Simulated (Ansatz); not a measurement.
# Sensitivity of the G0W0 gap of TiO2 (Imma), part 2 of 2

A base run on TiO2 (Imma), then changed inputs.

Ansatz 0.2.0; G0W0 on LDA, plane waves, PAW; PAW set soft_1. Known limits of the many-body steps: not at the basis limit.

So far. Step 2 (The base run: 4×4×4 mesh, 291 empty bands, screening to …): The gap on the mesh goes from 1.76 eV to 3.21 eV, a correction of +1.45 eV, though a band edge has moved to another state.

In doubt: masses and optical values from hybrid runs of this build are listed as unsure (step 4), which bears on the screening that GW takes from such a start.

## Step 4: Variant: starting point

This step: G0W0 on r2SCANh, plane waves, PAW; PAW set soft_1.

File input.yaml:

```yaml
crystal:
  lattice:
    - [-2.97316, 3.287369, 3.287402]
    - [2.97316, -3.287369, 3.287402]
    - [2.97316, 3.287369, -3.287402]
  atoms:
    - { symbol: Ti, position: [0.504755, 0.754755, 0.75] }
    - { symbol: Ti, position: [0.495245, 0.245245, 0.25] }
    - { symbol: Ti, position: [0.0, 0.0, 0.5] }
    - { symbol: Ti, position: [0.0, 0.5, 0.0] }
    - { symbol: O, position: [0.304919, 0.30477, 0.499851] }
    - { symbol: O, position: [0.195484, 0.250383, 0.945101] }
    - { symbol: O, position: [0.304919, 0.805068, 0.000149] }
    - { symbol: O, position: [0.805282, 0.250383, 0.554899] }
    - { symbol: O, position: [0.194718, 0.749617, 0.445101] }
    - { symbol: O, position: [0.804516, 0.749617, 0.054899] }
    - { symbol: O, position: [0.695081, 0.194932, 0.999851] }
    - { symbol: O, position: [0.695081, 0.69523, 0.500149] }
kpoints:
  mp_grid: { grid: [4, 4, 4] }
hamiltonian:
  xc: r2scanh
  pseudopotentials: { kind: paw, azcp: { folder: soft_1 } }
scf:
  occupations: { method: fixed }
gw:
  n_empty_bands: 291
  ecut_chi: 100
  qp_bands: [v4, c4]
  qp_kpoints: band_edges
  screening: { model: contour_deformation }
```

The run is started by

```bash
$ ansatz run input.yaml --threads 2 --pin off --max-ram 92160MiB --backend cuda --events-out ev --progress --plain --runs-dir out --devices 1 --max-vram 13GiB
```

Numbers of over 12 decimals in the logs are rounded to 6 here.

Output:

```text
GPUs: using 1 of 1 available (devices: 1).
[...]
davidson cushion auto → on  (no smearing: the cushion is to keep the highest requested band from converging to the state above it; pin scf.eigensolver.cushion to override)
[...]
GPU FFT provider: cuFFT
GPU libraries: cuBLAS 13.8.2, cuFFT 12.4.0, cuSOLVER 12.3.4
Crystal: 12 atoms, lattice volume = 128.523 Å³
Basis set: ecut = 500 eV, 3215 PW (Γ), exchange–correlation on 180×180×180 points (64 copies of the dense FFT grid, shifted against one another)
Bands: 60, of which v1, the nominal top of the filled ones, is band 48 counted from 1 (47 counted from 0)
Symmetry: 8 space group operations
[...]
k-points: 18 of 64
[...]
GPU buffer pool allocated for 91125 grid points (all kernels)
[...]
iter 1 solved again at ethr=8.36e-3 eV; its pass at ethr=1.00e-1 eV (dr2=8.02e0 eV) is discarded
[...]
0    45      7.0792   -26.4473     4.3361   -22.6134  0.7569     7.5782     7.5813  root
     0    46      7.3549   -26.1579     4.3013   -22.3941  0.7527     7.8887     7.8924  root
     0    47      7.3565   -26.1621     4.3021   -22.3974  0.7528     7.8903     7.8939  root
     0    48      7.7970   -26.1853     4.5114   -22.2167  0.7429     8.3358     8.3399  root
     0    49     10.8121   -13.0426    -6.4959   -20.4886  0.7499    11.7770    11.7622  root
     0    50     11.1268   -13.0355    -6.2575   -20.1866  0.7514    12.0334    12.0203  root
     0    51     11.3789   -13.1922    -6.7763   -20.8856  0.7347    12.3118    12.2960  root
     0    52     11.4313   -13.3359    -6.8158   -21.0864  0.7368    12.3819    12.3658  root
[...]
17    49     10.8368   -13.2194    -6.3541   -20.5248  0.7520    11.8025    11.7880  root
    17    50     10.8448   -13.2256    -6.3513   -20.5297  0.7521    11.8121    11.7976  root
    17    51     11.4796   -13.3841    -6.9505   -21.2908  0.7359    12.4526    12.4356  root
    17    52     11.4813   -13.3878    -6.9423   -21.2855  0.7360    12.4538    12.4368  root
[key lines of the parts left out:]
Free energy (F): -14581.507091 eV
Fermi energy:    7.797033 eV
```

It took 87 s on 1 × NVIDIA H100 80GB HBM3 (shared by 6 runs) with 2 threads of AMD EPYC 7R13 (Zen 3), shared host; peak memory 2.7 GiB.

The G0W0 gap on the mesh is 3.389 eV.

Against the base:

```csv
setting,base,variant
start,LDA,r2SCANh
```

| quantity | variant | base |
| --- | --- | --- |
| starting gap on the mesh | 3.015 | 1.759 |
| G0W0 gap on the mesh | 3.389 | 3.212 |
| least direct G0W0 gap on the computed points | 3.422 | 3.264 |
| Z at the valence top | 0.743 | 0.703 |
| Z at the conduction bottom | 0.748 | 0.715 |

## Step 5: Variant: larger pair-density box

This step: G0W0 on LDA, plane waves, PAW; PAW set soft_1.

input.yaml: that of step 4 with these lines changed.

```diff
@@ -21,4 +21,4 @@
 hamiltonian:
-  xc: r2scanh
-  pseudopotentials: { kind: paw, azcp: { folder: soft_1 } }
+  xc: lda
+  pseudopotentials: { kind: paw, azcp: { folder: soft_1 }, xc_functional: pbe }
 scf:
@@ -31 +31,2 @@
   screening: { model: contour_deformation }
+  ecutfock_ratio: 2
```

Output:

```text
GPUs: using 1 of 1 available (devices: 1).
[...]
GPU FFT provider: cuFFT
GPU libraries: cuBLAS 13.8.2, cuFFT 12.4.0, cuSOLVER 12.3.4
Crystal: 12 atoms, lattice volume = 128.523 Å³
Basis set: ecut = 420 eV, 2497 PW (Γ)
Bands: 60, of which v1, the nominal top of the filled ones, is band 48 counted from 1 (47 counted from 0)
Symmetry: 8 space group operations
[...]
k-points: 18 of 64
[...]
GPU buffer pool allocated for 64000 grid points (all kernels)
[...]
SCF iter   1: F=—  HF=-14260.882082 eV  |F-HF|=—  |Δ(HF+E_count)|=         —  Δρ=5.01e-2  dr2=2.94e0  ethr=3.10e-3  ⟨swp⟩=3.1  Hψ=3181  notcnv=0  defer=113
[...]
SCF iter  10: F=-14260.482174 eV  HF=-14260.482174 eV  |F-HF|=2.11e-8  |Δ(HF+E_count)|=   2.46e-7  Δρ=5.45e-6  dr2=3.31e-8  ethr=1.04e-10  ⟨swp⟩=7.8  Hψ=3773  notcnv=0
SCF 1 converged in 10 iterations: F = -14260.482174 eV  dr2 = 3.31e-8
[...]
0    45      7.5749   -26.3119     4.5693   -21.7989  0.7200     7.6312     7.6313  root
     0    46      7.8051   -25.9419     4.4760   -21.5681  0.7146     7.9070     7.9072  root
     0    47      7.8067   -25.9474     4.4785   -21.5704  0.7147     7.9080     7.9082  root
     0    48      8.2406   -25.8502     4.5988   -21.3653  0.7032     8.3543     8.3546  root
     0    49      9.9999   -13.4009    -7.0087   -22.0281  0.7156    11.6930    11.6184  root
     0    50     10.2605   -13.3261    -6.7320   -21.5849  0.7169    11.8532    11.7872  root
     0    51     10.5525   -13.6377    -7.2185   -22.4035  0.6985    12.1779    12.0999  root
     0    52     10.6057   -13.7102    -7.3680   -22.6671  0.7010    12.2768    12.1947  root
[...]
17    49     10.0299   -13.5427    -6.8610   -22.0065  0.7175    11.7042    11.6327  root
    17    50     10.0382   -13.5482    -6.8585   -22.0105  0.7176    11.7135    11.6420  root
    17    51     10.6492   -13.7198    -7.5564   -22.9007  0.7000    12.3617    12.2737  root
    17    52     10.6512   -13.7249    -7.5461   -22.8944  0.7001    12.3624    12.2746  root
[key lines of the parts left out:]
SCF converged after 10 iterations
Free energy (F): -14260.482174 eV
Fermi energy:    8.240641 eV
```

Elapsed: 32 s, on 1 × NVIDIA H100 80GB HBM3 (shared by 6 runs) with 2 threads; peak memory 1.6 GiB.

The G0W0 gap on the mesh is 3.212 eV.

Against the base:

```csv
setting,base,variant
ecutfock ratio,-,2
```

| quantity | variant | base |
| --- | --- | --- |
| starting gap on the mesh | 1.759 | 1.759 |
| G0W0 gap on the mesh | 3.212 | 3.212 |
| least direct G0W0 gap on the computed points | 3.264 | 3.264 |
| Z at the valence top | 0.703 | 0.703 |
| Z at the conduction bottom | 0.715 | 0.715 |

## Step 6: Results

```json
{"base": "3.21 eV, 49 s", "all filled levels at the zone centre": "direct gap at the listed points 3.26 eV, 40 s", "starting point": "3.39 eV, 87 s", "larger pair-density box": "3.21 eV, 32 s"}
```

**Reading.** All filled levels at the zone centre: only the listed points were computed; the least direct gap there is 3.26 eV, with levels asked and points asked changed against the base. Starting point: the gap moves by +0.18 eV (the plane-wave cutoff goes from 420 to 500 eV). Larger pair-density box: the gap moves by +0.00 eV. All runs here use a coarse mesh and modest cutoffs; they test settings and are not final values.

[Paths, hosts, dates, memory and timing lines, banners, echoed tables and standing remarks are left out of the program output.]

[Logs are printed without paths, hosts, clocks, repeated set-up lines and the standing remarks that a program may print on its own settings, such as how far it seeks lower states.]

[Runs of the session that timed out or met a known fault of the program may be left out.]

[Cells called generated may have been cut or substituted from an entry of the Crystallography Open Database or the Materials Project.]

[Hosts, paths, dates, database ids (printed as entryN), source tags and the programs' standing remarks are cut or masked in the printed files.]
